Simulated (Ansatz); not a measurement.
# (GaAs)1(ZnS)3 [001] superlattice, started as zinc blende: phonons and vibrational spectra, part 2 of 2

Aim: the vibrations of (GaAs)1(ZnS)3 [001] superlattice, started as zinc blende, their spectra, and whether the structure is stable.

Ansatz 0.2.0; DFT PBEsol, scalar-relativistic, plane waves, PAW.

So far: Set-up; Coarse relaxation; Bringing the structure to rest. The relaxed cell has a, b, c = 3.869, 3.883, 10.745 Å (conventional setting).

The structure was built from a prototype and need not be the compound's stable phase.

### Step 4. Relaxing to small forces for the phonons

Phonons need a cell at rest on their own settings, so the relaxation is repeated with tight tolerances on forces and stress on the k mesh and occupations of the first response run.

Input file input.yaml:

```yaml
crystal:
  lattice:
    - [2.7357900228, 2.7357900228, 0.0]
    - [-2.7454570072, 2.7454570072, 0.0]
    - [0.0, 0.0, 10.7446572811]
  atoms:
    - { symbol: As, position: [0.5, 1.0, 0.1270494177] }
    - { symbol: Ga, position: [0.0, 0.0, 0.0007712536] }
    - { symbol: S, position: [0.0, 0.5, 0.3822098006] }
    - { symbol: S, position: [0.5, 1.0, 0.6247467524] }
    - { symbol: S, position: [0.0, 0.5, 0.8665065189] }
    - { symbol: Zn, position: [0.5, 0.5, 0.2564360715] }
    - { symbol: Zn, position: [0.0, 0.0, 0.4999102853] }
    - { symbol: Zn, position: [0.5, 0.5, 0.7423699001] }
kpoints:
  mp_grid: { grid: [8, 8, 4] }
hamiltonian:
  xc: pbesol
scf:
  occupations: { method: fixed }
output:
  forces: true
  stress: true
  eigenvalues: true
  write_density: true
  write_potential: true
  elf: true
  volumetric_format: npy
relax:
  adjacent_minimum: "off"
  f_tol: 0.001
  max_steps: 60
  cell: { stress_tol: 0.01 }
```

The run is started by

```
> ansatz run input.yaml --threads 8 --pin off --max-ram 14336MiB --backend cpu --events-out ev --progress --plain --runs-dir out
```

Numbers of over 12 decimals in the logs are rounded to 6 here.

The program printed:

```text
[...]
Crystal: 8 atoms, lattice volume = 161.406 Å³
Basis set: ecut = 420 eV, 3155 PW (Γ), exchange–correlation on 54×54×144 points (8 copies of the dense FFT grid, shifted against one another)
Bands: 50, of which v1, the nominal top of the filled ones, is band 41 counted from 1 (40 counted from 0)
Symmetry: 4 space group operations
[...]
k-points: 75 of 256 (time reversal used)
[...]
- [-2.745419, 2.745419, 0]
    - [0, 0, 10.744566]
  atoms:
    - { symbol: As, position: [0.500000, 1.000000, 0.127045] }
    - { symbol: Ga, position: [0, 0, 0.000766373] }
    - { symbol: S, position: [0, 0.5, 0.382214] }
    - { symbol: S, position: [0.500000, 1.000000, 0.624752] }
    - { symbol: S, position: [0, 0.5, 0.866511] }
    - { symbol: Zn, position: [0.5, 0.500000, 0.256430] }
    - { symbol: Zn, position: [0, 0, 0.499912] }
    - { symbol: Zn, position: [0.5, 0.500000, 0.742369] }
[key lines of the parts left out:]
SCF converged after 6 iterations
Free energy (F): -21058.675748 eV
Fermi energy:    7.457759 eV
P = ⅓ Tr σ = -0.0010 GPa (-0.010 kbar)
```

Run time: 18 s. Hardware: 8 threads of Intel Xeon Platinum 8375C at 2.90GHz (Ice Lake), shared host; peak memory 1 GiB; 2.3 min of CPU time.

Little changed from the start: no atom moved by 0.005 Å and no cell edge by 0.1 %.

This step gave:

| Item | Value |
| --- | --- |
| pressure | -9.89e-4 GPa |
| gap on the k-mesh | 0.4666 eV |

Valence density in the ac plane at fractional y = 0.000, with atoms of As and Ga and S and Zn within 0.2 Å of it. It is the smooth field of the valence electrons, not physical close to the nuclei.

Values in e/Å³, 24 rows by 14 columns, each cell a mean:
```
17  8  1  0  0  0  0  0  0  0  0  1  3 10
 1  1  0  0  0  0  0  0  0  0  0  0  0  1
 0  0  0  0  0  0  0  0  0  0  0  0  0  0
 0  0  0  0  0  0  0  0  0  0  0  0  0  0
 0  0  0  0  0  0  0  0  0  0  0  0  0  0
 0  0  0  0  0  0  0  0  0  0  0  0  0  0
 0  0  0  0  0  0  0  0  0  0  0  0  0  0
 0  0  0  0  0  1  1  1  1  1  0  0  0  0
 0  0  0  0  1  1  1  0  1  1  1  0  0  0
 0  0  0  0  1  1  1  1  1  1  1  0  0  0
 4  2  1  0  1  1  1  1  1  1  1  1  1  3
31 14  2  1  0  0  0  0  0  0  0  1  4 18
16  7  2  0  0  0  0  0  0  0  0  1  3 10
 1  1  0  0  0  0  0  0  0  0  0  0  0  1
 0  0  0  0  0  0  0  0  0  0  0  0  0  0
 0  0  0  0  0  0  0  0  0  0  0  0  0  0
 0  0  0  0  0  0  0  0  0  0  0  0  0  0
 0  0  0  0  0  0  0  0  0  0  0  0  0  0
 0  0  0  0  0  0  0  1  0  0  0  0  0  0
 0  0  0  0  1  2  4  5  3  1  0  0  0  0
 0  0  0  0  1  6 18 26 15  3  1  0  0  0
 0  0  0  1  1  4 10 15  8  2  1  0  0  0
 4  2  1  1  1  1  1  1  1  1  1  1  1  3
36 16  2  1  0  0  0  0  0  0  0  1  5 21
```
Columns run along a (3.9 Å), rows up along c (10.7 Å). Atoms in or near the plane, at fractional coordinates: As at (0.50, 0.13), Ga at (0.00, 0.00), S at (0.50, 0.62), Zn at (0.00, 0.50).

ELF in the ac plane at fractional y = 0.000, with atoms of As and Ga and S and Zn within 0.2 Å of it. It is the smooth field of the valence electrons, not physical close to the nuclei.

Ten even steps from '0' (0.00) to '9' (0.86), each cell a mean:
```
00234443443310
22222111122222
11110000000111
00000000000000
00000001000000
00002344431000
00136888875310
01478987898631
12589720389842
12479953699631
01247999996311
00023677752100
00121222211210
11211000001121
11110000000111
00000000000000
00000111100000
00012455532100
00145777765310
01356655666521
23576422257653
33687532368753
12368766688532
20246766775310
```
Columns run along a (3.9 Å), rows up along c (10.7 Å). Atoms in or near the plane, at fractional coordinates: As at (0.50, 0.13), Ga at (0.00, 0.00), S at (0.50, 0.62), Zn at (0.00, 0.50).

Electrostatic potential energy in the ac plane at fractional y = 0.000, with atoms of As and Ga and S and Zn within 0.2 Å of it. With pseudopotentials it is smooth inside the atoms' cores, unlike the true potential.

Values in eV, 24 rows by 14 columns, each cell a mean:
```
-16 -16 -14  -4   5   9  10  10  10   8   3  -8 -16 -16
-11  -9  -3   4   8  10  10  11  10   9   7   2  -5 -10
  5   5   7   8  10  10  11  11  11  10   9   8   6   5
  9  10  10  10  10  11  11  11  11  11  10  10  10  10
 11  11  11  11  11  11  11  11  11  11  11  11  11  11
 11  11  11  11  11  10  10  10  10  10  11  11  11  11
 11  11  11  10   8   6   3   2   3   7   9  10  11  11
 11  11  10   8   1 -14 -24 -26 -23  -9   3   8  10  11
  9   9   8   4 -11 -30 -26 -22 -28 -26  -5   6   9   9
  0   2   5   4  -7 -26 -29 -27 -29 -21  -3   5   4   1
-24 -21 -10   1   3  -4 -12 -14 -10  -1   3  -2 -15 -22
-31 -31 -23  -7   5   7   7   7   7   7   3 -12 -27 -31
-30 -29 -19  -3   6   9  10  10  10   9   5  -8 -24 -30
-14 -10  -1   6   9  10  11  11  11  10   8   4  -5 -11
  6   7   8   9  10  11  11  11  11  11  10   9   8   7
 10  11  11  11  11  11  11  11  11  11  11  11  11  10
 11  11  11  11  11  11  11  11  11  11  11  11  11  11
 11  11  11  11  10  10   9   9   9  10  11  11  11  11
 11  11  11   9   7   3  -1  -2   0   4   8  10  11  11
 11  10   9   5  -3  -8  -2   1  -4  -8   0   7  10  11
  9   9   7   1  -9   2  11  11  11  -4  -7   4   8   9
 -1   1   3   1  -8  -4   6   8   5  -7  -5   2   2   0
-15 -14  -9  -1   0  -5  -7  -7  -7  -3   1  -3 -11 -14
-15 -16 -15  -6   4   6   6   6   6   6   2 -10 -16 -16
```
Columns run along a (3.9 Å; values clipped at the 3rd and 97th percentile), rows up along c (10.7 Å). Atoms in or near the plane, at fractional coordinates: As at (0.50, 0.13), Ga at (0.00, 0.00), S at (0.50, 0.62), Zn at (0.00, 0.50).

The largest force component left is 0.81 meV/Å and the pressure is -0.001 GPa, within the tolerances set. The cell now holds 20.18 Å³/atom.

### Step 5. Linear response at the zone centre

The zone centre is the only wavevector solved here; it holds the modes that light can see, as far as symmetry allows. The response to a homogeneous field gives the Born charges and the dielectric tensor, and its change with displacement the Raman tensors.

Input file input.yaml:

```yaml
crystal:
  lattice:
    - [2.7357696653, 2.7357696653, 0.0]
    - [-2.7454189617, 2.7454189617, 0.0]
    - [0.0, 0.0, 10.7445663173]
  atoms:
    - { symbol: As, position: [0.5, 1.0, 0.1270448096] }
    - { symbol: Ga, position: [0.0, 0.0, 0.0007663727] }
    - { symbol: S, position: [0.0, 0.5, 0.3822142802] }
    - { symbol: S, position: [0.5, 1.0, 0.6247518243] }
    - { symbol: S, position: [0.0, 0.5, 0.8665108656] }
    - { symbol: Zn, position: [0.5, 0.5, 0.256430391] }
    - { symbol: Zn, position: [0.0, 0.0, 0.4999124177] }
    - { symbol: Zn, position: [0.5, 0.5, 0.7423690391] }
kpoints:
  mp_grid: { grid: [8, 8, 4] }
hamiltonian:
  xc: pbesol
scf:
  occupations: { method: fixed }
output:
  eigenvalues: true
phonons:
  method: dfpt
  dielectric: true
  rigid_motions: translations
  raman: true
```

The program printed:

```text
Engine: ansatz 0.2.0, x86_64-unknown-linux-gnu
Pseudopotentials: kind: paw
Pseudopotential: As, paw, valence charge 15, recommended cutoff 420 eV (normal), As.paw.azcp
Pseudopotential: Ga, paw, valence charge 13, recommended cutoff 420 eV (normal), Ga.paw.azcp
Pseudopotential: S, paw, valence charge 6, recommended cutoff 420 eV (normal), S.paw.azcp
Pseudopotential: Zn, paw, valence charge 12, recommended cutoff 420 eV (normal), Zn.paw.azcp
Functional definition: PBEsol
  exchange = pbesol_x
  correlation = pbesol_c
Crystal: 8 atoms, lattice volume = 161.401 Å³
Basis set: ecut = 420 eV, 3155 PW (Γ), exchange–correlation on 54×54×144 points (8 copies of the dense FFT grid, shifted against one another)
Bands: 50, of which v1, the nominal top of the filled ones, is band 41 counted from 1 (40 counted from 0)
Symmetry: 4 space group operations
k-points: 132 of 256 (irreducible under 1 space group operation, time reversal used)
Non-local potential: As, projectors of the file, l = 0: 2, l = 1: 2, l = 2: 3, l = 3: 1
Non-local potential: Ga, projectors of the file, l = 0: 2, l = 1: 2, l = 2: 3, l = 3: 1
Non-local potential: S, projectors of the file, l = 0: 2, l = 1: 2, l = 2: 2
Non-local potential: Zn, projectors of the file, l = 0: 2, l = 1: 2, l = 2: 3, l = 3: 1
PAW form: soft (Blöchl's): semilocal exchange-correlation on the pseudo side does not see the compensation charge
PAW frozen core: As, regenerated for the run's functional, and the local potential with it (the file was generated under x = pbe(κ = 0.804, μ = 0.219515), c = pbe(β = 0.066725))
PAW frozen core: Ga, regenerated for the run's functional, and the local potential with it (the file was generated under x = pbe(κ = 0.804, μ = 0.219515), c = pbe(β = 0.066725))
PAW frozen core: S, regenerated for the run's functional, and the local potential with it (the file was generated under x = pbe(κ = 0.804, μ = 0.219515), c = pbe(β = 0.066725))
PAW frozen core: Zn, regenerated for the run's functional, and the local potential with it (the file was generated under x = pbe(κ = 0.804, μ = 0.219515), c = pbe(β = 0.066725))
PAW one-centre angular grid: As, 590 points (default); XC on 64 Gauss nodes
PAW one-centre angular grid: Ga, 590 points (default); XC on 64 Gauss nodes
PAW one-centre angular grid: S, 110 points (default); XC on 64 Gauss nodes
PAW one-centre angular grid: Zn, 590 points (default); XC on 64 Gauss nodes
Initial density: superposition of atomic densities (neutral atoms: chi_scale 0, normalization atom), corrected by the library's trained network
Initial wavefunctions: pseudopotential atomic-orbital guess
Functional: x = pbesol(κ = 0.804, μ = 0.123457), c = pbesol(β = 0.046)
SCF iter   1: F=—  HF=-21058.695124 eV  |F-HF|=—  |Δ(HF+E_count)|=         —  Δρ=5.05e-3  dr2=5.66e-2  ethr=1.77e-3  ⟨swp⟩=4.8  Hψ=23340  notcnv=0  defer=761
preconditioner: auto → Resta (q_TF=auto, 2.437 Å⁻¹)  ε∞=5.6  [insulator: Δε(μ)=0.547 eV  Ē_g=11.546 eV  n_scr=48 (ndim 8)  ℏωp=24.8 eV  f_vac=0.034  ε∞_Penn≈5.6]
SCF iter   2: F=—  HF=-21058.678492 eV  |F-HF|=—  |Δ(HF+E_count)|=   1.66e-2  Δρ=1.86e-3  dr2=1.04e-2  ethr=6.90e-5  ⟨swp⟩=2.5  Hψ=11751  notcnv=0  defer=924
SCF iter   3: F=—  HF=-21058.676541 eV  |F-HF|=—  |Δ(HF+E_count)|=   1.95e-3  Δρ=1.41e-3  dr2=2.33e-3  ethr=1.27e-5  ⟨swp⟩=2.2  Hψ=10388  notcnv=0  defer=924
SCF iter   4: F=—  HF=-21058.675679 eV  |F-HF|=—  |Δ(HF+E_count)|=   8.62e-4  Δρ=4.13e-4  dr2=3.49e-4  ethr=2.85e-6  ⟨swp⟩=2.0  Hψ=10027  notcnv=0  defer=924
SCF iter   5: F=—  HF=-21058.675732 eV  |F-HF|=—  |Δ(HF+E_count)|=   5.33e-5  Δρ=1.12e-4  dr2=2.56e-5  ethr=4.26e-7  ⟨swp⟩=2.0  Hψ=10950  notcnv=0  defer=554
SCF iter   6: F=—  HF=-21058.675755 eV  |F-HF|=—  |Δ(HF+E_count)|=   2.24e-5  Δρ=1.15e-4  dr2=1.24e-5  ethr=3.12e-8  ⟨swp⟩=2.0  Hψ=11611  notcnv=0  defer=414
SCF iter   7: F=—  HF=-21058.675747 eV  |F-HF|=—  |Δ(HF+E_count)|=   7.83e-6  Δρ=2.75e-5  dr2=9.47e-7  ethr=1.51e-8  ⟨swp⟩=2.0  Hψ=11611  notcnv=0  defer=405
SCF iter   8: F=—  HF=-21058.675748 eV  |F-HF|=—  |Δ(HF+E_count)|=   1.41e-6  Δρ=1.71e-5  dr2=3.13e-7  ethr=1.16e-9  ⟨swp⟩=2.0  Hψ=11617  notcnv=0  defer=403
SCF iter   9: F=—  HF=-21058.675748 eV  |F-HF|=—  |Δ(HF+E_count)|=   9.27e-8  Δρ=4.28e-6  dr2=3.14e-8  ethr=3.81e-10  ⟨swp⟩=2.0  Hψ=11611  notcnv=0  defer=403
SCF iter  10: F=—  HF=-21058.675748 eV  |F-HF|=—  |Δ(HF+E_count)|=   2.89e-8  Δρ=2.06e-6  dr2=7.12e-9  ethr=3.83e-11  ⟨swp⟩=2.0  Hψ=11611  notcnv=0  defer=403
[...]
SCF 1 converged in 13 iterations: F = -21058.675748 eV  dr2 = 6.98e-11
[...]
DFPT response loops at Γ: preconditioner auto → Resta (q_TF=auto, 2.437 Å⁻¹)  ε∞=11.3 (no band partly filled); β = 1.00, the filter's whole step (`scf.mixing.beta` (0.50) is not read by the response loops at its default; to damp them type it under 1.00, their step now; it binds the ground state too); Broyden in place of MSR1
── the response to a field inside a basis, on 20×20×8 k-points: an SCF that follows is theirs, and a resumed run solves both again ──
Bands: 42, of which v1, the nominal top of the filled ones, is band 41 counted from 1 (40 counted from 0)
k-points: 400
[...]
Eigensolver: Dense (400 Hₖ)
[...]
SCF 1 converged in 10 iterations: F = -21058.423266 eV  dr2 = 3.63e-11
DFPT response loops at Γ: preconditioner auto → Resta (q_TF=auto, 2.437 Å⁻¹)  ε∞=10.7 (no band partly filled); β = 1.00, the filter's whole step (`scf.mixing.beta` (0.50) is not read by the response loops at its default; to damp them type it under 1.00, their step now; it binds the ground state too); Broyden in place of MSR1
DFPT response loops at Γ: mixed as the last ones told, above
```

Run time: 33 min. Hardware: 8 threads; peak memory 9.4 GiB.

In the SCF lines HF is the Harris–Foulkes energy and dr2 the Hartree energy of the density residual, in eV; the loop may stop once dr2 is under the threshold and the program's other checks hold. Hψ counts applications of the Hamiltonian.

The run was cut off at the time limit after its SCF cycle had converged; no result of it is taken.

The program's message: “Warning: RAYON”

### Step 6. Zone-centre response

The zone centre is the only wavevector solved here; it holds the modes that light can see, as far as symmetry allows. No field response is asked.

input.yaml, as its differences from that of step 5:

```diff
@@ -24,4 +24 @@
   method: dfpt
-  dielectric: true
-  rigid_motions: translations
-  raman: true
```

The program printed:

```text
zone centre: on kpoints.mp_grid the ground state, and the responses unless they are solved on pairs of k-points, stand on 102 of the mesh's 256 k-points, reduced under 2 symmetry operations, with k and −k counted as one. Each operation leaves every solved displacement unchanged or reverses it
[...]
Crystal: 8 atoms, lattice volume = 161.401 Å³
[...]
ASR residual: 1.509e-4 → 0.000e0 eV/Å²; symmetrization residual: 4.253e-6 eV/Å²
  ASR residual per site (eV/Å²): 4.79e-5 5.77e-5 1.33e-4 3.28e-5 7.28e-5 1.50e-4 8.01e-5 1.51e-4
  Γ frequencies (cm⁻¹): 0.00 0.00 0.00 63.54 68.44 72.34 76.15 84.12 86.66 128.60 144.56 207.97 232.72 256.46 259.54 261.45 272.18 276.28 287.54 297.28 300.91 314.63 314.83 327.83
  non-analytic LO–TO correction: not included (Born effective charges unavailable; polar crystals: no LO–TO splitting at Γ)
[key lines of the parts left out:]
SCF converged after 14 iterations
Free energy (F): -21058.675748 eV
Fermi energy:    7.457758 eV
```

Wall time 2.3 min (8 threads); peak memory 3.2 GiB.

This step gave:

- sum-rule residual before enforcement: 1.51e-4 eV/Å²
- point group: mm2
- highest optical mode at the zone centre (no LO-TO term): 327.8 cm⁻¹
- lowest optical zone-centre mode: 63.54 cm⁻¹

Before it was imposed, the acoustic sum rule was missed by 1.5e-4 eV/Å². Small misses are needed for a sound result but don't prove that mesh and cutoff are converged. The lowest optical mode is real, 63.5 cm⁻¹.

### Step 7. Isotope substitution, element Ga, natural mass 69.723 amu

An isotope changes the mass and not the force constants, so no new electronic calculation is needed; the shifts show which modes move this element.

The same force constants with the mass of Ga changed from 69.723 to 70.925 u (phonopy, no LO-TO term). Both lists are sorted by frequency; levels can cross, so a row need not hold one and the same mode. Modes under 3 cm⁻¹ are left out. Isotope shifts, by row:

| q | rank | natural mass (cm⁻¹) | changed mass (cm⁻¹) |
| --- | --- | --- | --- |
| 0 0 0 | 4 | 63.54 | 63.49 |
| 0 0 0 | 5 | 68.44 | 68.26 |
| 0 0 0 | 6 | 72.34 | 71.99 |
| 0 0 0 | 7 | 76.15 | 76.15 |
| 0 0 0 | 8 | 84.12 | 84.1 |
| 0 0 0 | 9 | 86.66 | 86.64 |
| 0 0 0 | 10 | 128.6 | 128.4 |
| 0 0 0 | 11 | 144.6 | 144.4 |
| 0 0 0 | 12 | 208 | 207.7 |
| 0 0 0 | 13 | 232.7 | 232.4 |
| 0 0 0 | 14 | 256.5 | 256.4 |
| 0 0 0 | 15 | 259.5 | 258.9 |
| 0 0 0 | 16 | 261.4 | 261.4 |
| 0 0 0 | 17 | 272.2 | 272.1 |
| 0 0 0 | 18 | 276.3 | 276.3 |
| 0 0 0 | 19 | 287.5 | 287.5 |
| 0 0 0 | 20 | 297.3 | 297.3 |
| 0 0 0 | 21 | 300.9 | 299.8 |
| 0 0 0 | 22 | 314.6 | 314.6 |
| 0 0 0 | 23 | 314.8 | 314.8 |
| 0 0 0 | 24 | 327.8 | 327.3 |

A mode of this element alone would shift by -0.85 %. The highest zone-centre frequency without the field goes from 327.8 to 327.3 cm⁻¹ (-0.2 %). The product of the frequency ratios over all optical modes at Γ is 0.979; the product rule, (m/m′)^(3k/2) (M′/M)^(3/2) with k = 1 such atoms and M the mass of the cell, gives 0.979.

### Step 8. Another isotope, element S, natural mass 32.06 amu

The same for S, from 32.06 to 33.97 u.

The same force constants with the mass of S changed from 32.060 to 33.968 u (phonopy, no LO-TO term). Both lists are sorted by frequency; levels can cross, so a row need not hold one and the same mode. Modes under 3 cm⁻¹ are left out. Isotope shifts, by row:

```
    q  rank  natural mass (cm⁻¹)  changed mass (cm⁻¹)
0 0 0     4                63.54                63.38
0 0 0     5                68.44                68.23
0 0 0     6                72.34                71.98
0 0 0     7                76.15                75.72
0 0 0     8                84.12                83.76
0 0 0     9                86.66                86.16
0 0 0    10                128.6                128.2
0 0 0    11                144.6                143.6
0 0 0    12                  208                207.9
0 0 0    13                232.7                  228
0 0 0    14                256.5                251.2
0 0 0    15                259.5                258.5
0 0 0    16                261.4                260.7
0 0 0    17                272.2                266.5
0 0 0    18                276.3                270.6
0 0 0    19                287.5                280.9
0 0 0    20                297.3                291.2
0 0 0    21                300.9                300.3
0 0 0    22                314.6                307.2
0 0 0    23                314.8                307.5
0 0 0    24                327.8                321.2
```

A mode of this element alone would shift by -2.85 %. The highest zone-centre frequency without the field goes from 327.8 to 321.2 cm⁻¹ (-2.0 %). The product of the frequency ratios over all optical modes at Γ is 0.786; the product rule, (m/m′)^(3k/2) (M′/M)^(3/2) with k = 3 such atoms and M the mass of the cell, gives 0.786.

### Step 9. Another isotope, element Zn, natural mass 65.38 amu

The same for Zn, from 65.38 to 67.92 u.

The same force constants with the mass of Zn changed from 65.380 to 67.925 u (phonopy, no LO-TO term). Both lists are sorted by frequency; levels can cross, so a row need not hold one and the same mode. Modes under 3 cm⁻¹ are left out. Isotope shifts, by row:

| q | rank | natural mass (cm⁻¹) | changed mass (cm⁻¹) |
| --- | --- | --- | --- |
| 0 0 0 | 4 | 63.54 | 62.88 |
| 0 0 0 | 5 | 68.44 | 67.99 |
| 0 0 0 | 6 | 72.34 | 71.98 |
| 0 0 0 | 7 | 76.15 | 75.02 |
| 0 0 0 | 8 | 84.12 | 82.89 |
| 0 0 0 | 9 | 86.66 | 85.39 |
| 0 0 0 | 10 | 128.6 | 127.4 |
| 0 0 0 | 11 | 144.6 | 142.7 |
| 0 0 0 | 12 | 208 | 204.7 |
| 0 0 0 | 13 | 232.7 | 232.3 |
| 0 0 0 | 14 | 256.5 | 255.1 |
| 0 0 0 | 15 | 259.5 | 259.1 |
| 0 0 0 | 16 | 261.4 | 259.4 |
| 0 0 0 | 17 | 272.2 | 271.2 |
| 0 0 0 | 18 | 276.3 | 275.1 |
| 0 0 0 | 19 | 287.5 | 286.6 |
| 0 0 0 | 20 | 297.3 | 295.8 |
| 0 0 0 | 21 | 300.9 | 300.8 |
| 0 0 0 | 22 | 314.6 | 313.4 |
| 0 0 0 | 23 | 314.8 | 314.1 |
| 0 0 0 | 24 | 327.8 | 327.3 |

A mode of this element alone would shift by -1.89 %. The highest zone-centre frequency without the field goes from 327.8 to 327.3 cm⁻¹ (-0.1 %). The product of the frequency ratios over all optical modes at Γ is 0.864; the product rule, (m/m′)^(3k/2) (M′/M)^(3/2) with k = 3 such atoms and M the mass of the cell, gives 0.864.

### Step 10. Results

- space group after relaxation (within 0.01 Å): Pmm2
- volume per atom: 20.2 Å³
- gap on the k-mesh: 0.467 eV
- highest optical mode at the zone centre (no LO-TO term): 328 cm⁻¹
- lowest optical zone-centre mode: 63.5 cm⁻¹
- imaginary modes at Γ (the only wavevector solved): none

The structure is stable against zone-centre distortions, since no mode there is imaginary; runs at other wavevectors are not part of this account. Without the field, the optical modes at Γ span 64 to 328 cm⁻¹. The dispersion is not part of this account. The starting cell was built on a prototype and not taken from a measurement, so the phase need not exist. These are harmonic frequencies at zero temperature: anharmonic shifts, linewidths and thermal expansion are left out.

[Logs are printed without paths, hosts, clocks, repeated set-up lines and the standing remarks that a program may print on its own settings, such as how far it seeks lower states.]

[Hosts, paths, dates, database ids (printed as entryN), source tags and the programs' standing remarks are cut or masked in the printed files.]
